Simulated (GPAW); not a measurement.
# Work function of Y2NOS MXene monolayer at several levels, part 2 of 2

Wanted: work functions and dipole of Y2NOS MXene monolayer, with the cost of each level.

GPAW 26.7.0; GPAW, PAW setups; layer in a repeated cell with vacuum, relaxation of atoms and in-plane cell (the session's first sound run).

So far, upper work function (eV): step 3 (plane waves, PBE) 6.04; step 5 (self-consistent run: xc = "LDA") 6.38; step 6 (self-consistent run: xc = "RPBE") 5.89; step 7 (OptPBE vdW: xc = "optPBE-vdW", GPAW, PAW setups, GPAW) 6.28; step 8 (self-consistent run: xc = "vdW-DF2", GPAW, PAW setups, GPAW) 6.47.

### Step 9. Real-space grid: mode = "fd"

A real-space grid is a second complete basis, so it checks the plane-wave result.

The input, run.py:

```python
import json
import numpy as np
from ase import Atoms
from gpaw import GPAW

slab = Atoms(
    ['S', 'Y', 'N', 'Y', 'O'],
    positions=[
        [0.00000, 2.01518, 9.00000],
        [1.74519, 1.00759, 10.98418],
        [0.00000, 0.00000, 12.13010],
        [0.00000, 2.01518, 13.86663],
        [1.74519, 1.00759, 14.60400]],
    cell=[[3.49039, 0.0, 0.0], [-1.74519, 3.02277, 0.0], [0.0, 0.0, 23.604]],
    pbc=[True, True, False])

slab.calc = GPAW(mode='fd', h=0.18, xc='PBE', kpts={'size': (9, 9, 1), 'gamma': True},
                 occupations={'name': 'fermi-dirac', 'width': 0.05}, nbands='160%',
                 convergence={'density': 1e-05}, maxiter=200,
                 poissonsolver={'dipolelayer': 'xy'},
                 symmetry={'tolerance': 1e-3}, txt='slab.txt')
result = {}
energy = slab.get_potential_energy()
fermi = slab.calc.get_fermi_level()
v = slab.calc.get_electrostatic_potential().mean((0, 1)) - fermi
n = slab.calc.get_pseudo_density().mean((0, 1))
L = slab.cell[2, 2]
z = np.arange(len(v)) * L / len(v)
low, high = slab.positions[:, 2].min(), slab.positions[:, 2].max()
below, above = np.interp([low - 6.8, high + 6.8], z, v)
slopes = [np.interp(x, z, np.gradient(v, z)) for x in (low - 6.8, high + 6.8)]
eps = np.array([[slab.calc.get_eigenvalues(k, s) for k in range(len(slab.calc.get_ibz_k_points()))]
                for s in range(slab.calc.get_number_of_spins())]) - fermi
top, bottom = eps[eps < 0].max(), eps[eps > 0].min()
dipole = slab.get_dipole_moment()[2]
print(f'energy {energy:.4f} eV, Fermi level {fermi:.4f} eV, dipole {dipole:.5f} e A')
print(f'potential 6.8 A off the faces, from the Fermi level: lower {below:.4f} eV, upper {above:.4f} eV')
print(f'slope of the potential there: lower {slopes[0]:.5f}, upper {slopes[1]:.5f} eV/A')
print(f'nearest levels on the mesh: {top:.4f} and {bottom:.4f} eV')
print('magnetic moment', round(slab.get_magnetic_moment(), 3))
result.update(energy=energy, fermi=fermi, dipole=dipole, below=below, above=above, slopes=slopes, edges=[top, bottom],
              z=z.tolist(), v=v.tolist(), n=n.tolist(), positions=slab.positions.tolist(),
              forces=slab.get_forces(apply_constraint=False).tolist(), moments=slab.get_magnetic_moments().tolist())
json.dump(result, open('result.json', 'w'))
```

On the command line:

```
OMP_NUM_THREADS=1 OPENBLAS_NUM_THREADS=1 python run.py
```

It took 2.3 min on 1 thread of Arm Neoverse V1, shared host; peak memory 0.56 GiB.

This step gave:

```
dipole along the normal                    : 0.06888 e·Å
levels nearest the Fermi level on the mesh : -0.05033, 0.09996 eV from the Fermi level
upper work function                        : 6.051 eV
lower work function                        : 7.232 eV
```

The upper face's work function is 6.051 eV, against 6.037 eV in the first plane-wave PBE run at this geometry.

### Step 10. Atomic orbitals: mode = "lcao"

Atom-centred orbitals end a few angstrom from the surface, which tests how much the density's tail matters.

Changes to run.py since step 9:

```diff
@@ -16,4 +16,4 @@
 
-slab.calc = GPAW(mode='fd', h=0.18, xc='PBE', kpts={'size': (9, 9, 1), 'gamma': True},
-                 occupations={'name': 'fermi-dirac', 'width': 0.05}, nbands='160%',
+slab.calc = GPAW(mode='lcao', basis='dzp', h=0.18, xc='PBE', kpts={'size': (9, 9, 1), 'gamma': True},
+                 occupations={'name': 'fermi-dirac', 'width': 0.05}, nbands='120%',
                  convergence={'density': 1e-05}, maxiter=200,
```

The job ended after 3.2 min (1 thread; peak memory 0.33 GiB).

This step gave:

```
dipole along the normal                    : 0.06299 e·Å
levels nearest the Fermi level on the mesh : -0.05071, 0.1031 eV from the Fermi level
upper work function                        : 6.186 eV
lower work function                        : 7.267 eV
```

The electrostatic potential energy of an electron (without an applied field's), less the Fermi level, planar mean oscillates, so the rows of the table below give means over windows of 1 Å about each position, cut where the curve ends. Its maxima inside the range that stand out by 2 % of the span (Å: eV): 4.6: 7.27, 9.8: -0.189, 11.8: -5.87, 12.8: 0.261. Its minima: 9.0: -13.5, 11.0: -17.3, 12.1: -8.30, 13.9: -17.3.

Electrostatic potential energy of an electron (without an applied field's), less the Fermi level, planar mean against z; means over each step:

z (Å), electrostatic potential energy of an electron (without an applied field's), less the Fermi level, planar mean (eV) and a bar from the least value:
```
        0        7.2 ##############################
        1        7.3 ##############################
        2        7.3 ##############################
        3        7.3 ##############################
        4        7.3 ##############################
        5        7.3 ##############################
        6        7.3 ##############################
        7        7.2 ##############################
        8        4.6 ##########################
        9       -8.5 #########
       10       -2.5 #################
       11      -13.8 ##
       12       -6.2 ############
       13       -2.9 ################
       14      -15.0 
       15       -2.2 #################
       16        5.8 ############################
       17        6.2 #############################
       18        6.2 #############################
       19        6.2 #############################
       20        6.2 #############################
       21        6.2 #############################
       22        6.2 #############################
       23        6.2 #############################
```

The upper face's work function is 6.186 eV, against 6.037 eV in the first plane-wave PBE run at this geometry.

### Step 11. All levels side by side

Times are for 1 thread of Arm Neoverse V1, shared host. The series side by side:

```csv
no.,run,upper work function (eV),lower work function (eV),time,memory (GiB)
1,pw,6.037,7.235,73 s,0.26
2,revPBE,5.893,7.157,73 s,0.26
3,LDA,6.381,7.425,71 s,0.26
4,RPBE,5.887,7.162,72 s,0.26
5,optPBE vdW,6.279,7.448,85 s,0.46
6,vdW DF2,6.470,7.625,93 s,0.47
7,fd,6.051,7.232,2.3 min,0.56
8,lcao,6.186,7.267,3.2 min,0.33
```

### Step 12. Side by side

Results and costs are gathered.

This step: comparison of work functions, dipole and cost (GPAW 26.7.0).

Ladder, by row:

```csv
step,code,"work function, upper (eV)","work function, lower (eV)",dipole (e Å),wall time (s),peak memory (GiB),threads
pw,GPAW,6.037,7.235,0.06963,72.7,0.26,1
revPBE,GPAW,5.893,7.157,0.07343,72.54,0.26,1
LDA,GPAW,6.381,7.425,0.06065,71.11,0.26,1
RPBE,GPAW,5.887,7.162,0.07406,72.33,0.26,1
optPBE-vdW,GPAW,6.279,7.448,0.06792,84.73,0.46,1
vdW-DF2,GPAW,6.47,7.625,0.06709,93.12,0.47,1
fd,GPAW,6.051,7.232,0.06888,138.4,0.56,1
lcao,GPAW,6.186,7.267,0.06299,192.2,0.33,1
```

### Step 13. Results

```json
{
 "work function, upper and lower face": "6.037 and 7.235 eV",
 "dipole along the normal": "0.0696 e Å"
}
```

**Reading.** With plane waves and PBE the work function is 6.04 eV on the upper face and 7.24 eV on the lower. The two faces differ by 1.2 eV, the step that the slab's dipole makes (e p/(ε0 A) gives 1.2 eV), so the dipole layer is needed. Over the sound runs of the table the upper face's work function spans 5.887 (RPBE) to 6.470 eV (vdW-DF2). Atomic orbitals miss the plane-wave value by 0.15 eV, since they describe the tail of the density in the vacuum poorly. The relaxation of atoms and cell ran in a fully periodic cell without the dipole layer, so the atoms of this polar layer felt a small spurious field. The cell holds an odd number of electrons, so without spin polarisation it must come out metallic and without a moment, whatever its true state. The layer's cell and atoms come from the relaxation; spin-orbit coupling and temperature are left out.

[Logs are printed without paths, hosts, clocks, repeated set-up lines and the standing remarks that a program may print on its own settings, such as how far it seeks lower states.]

[Hosts, paths, dates, database ids (printed as entryN), source tags and the programs' standing remarks are cut or masked in the printed files.]
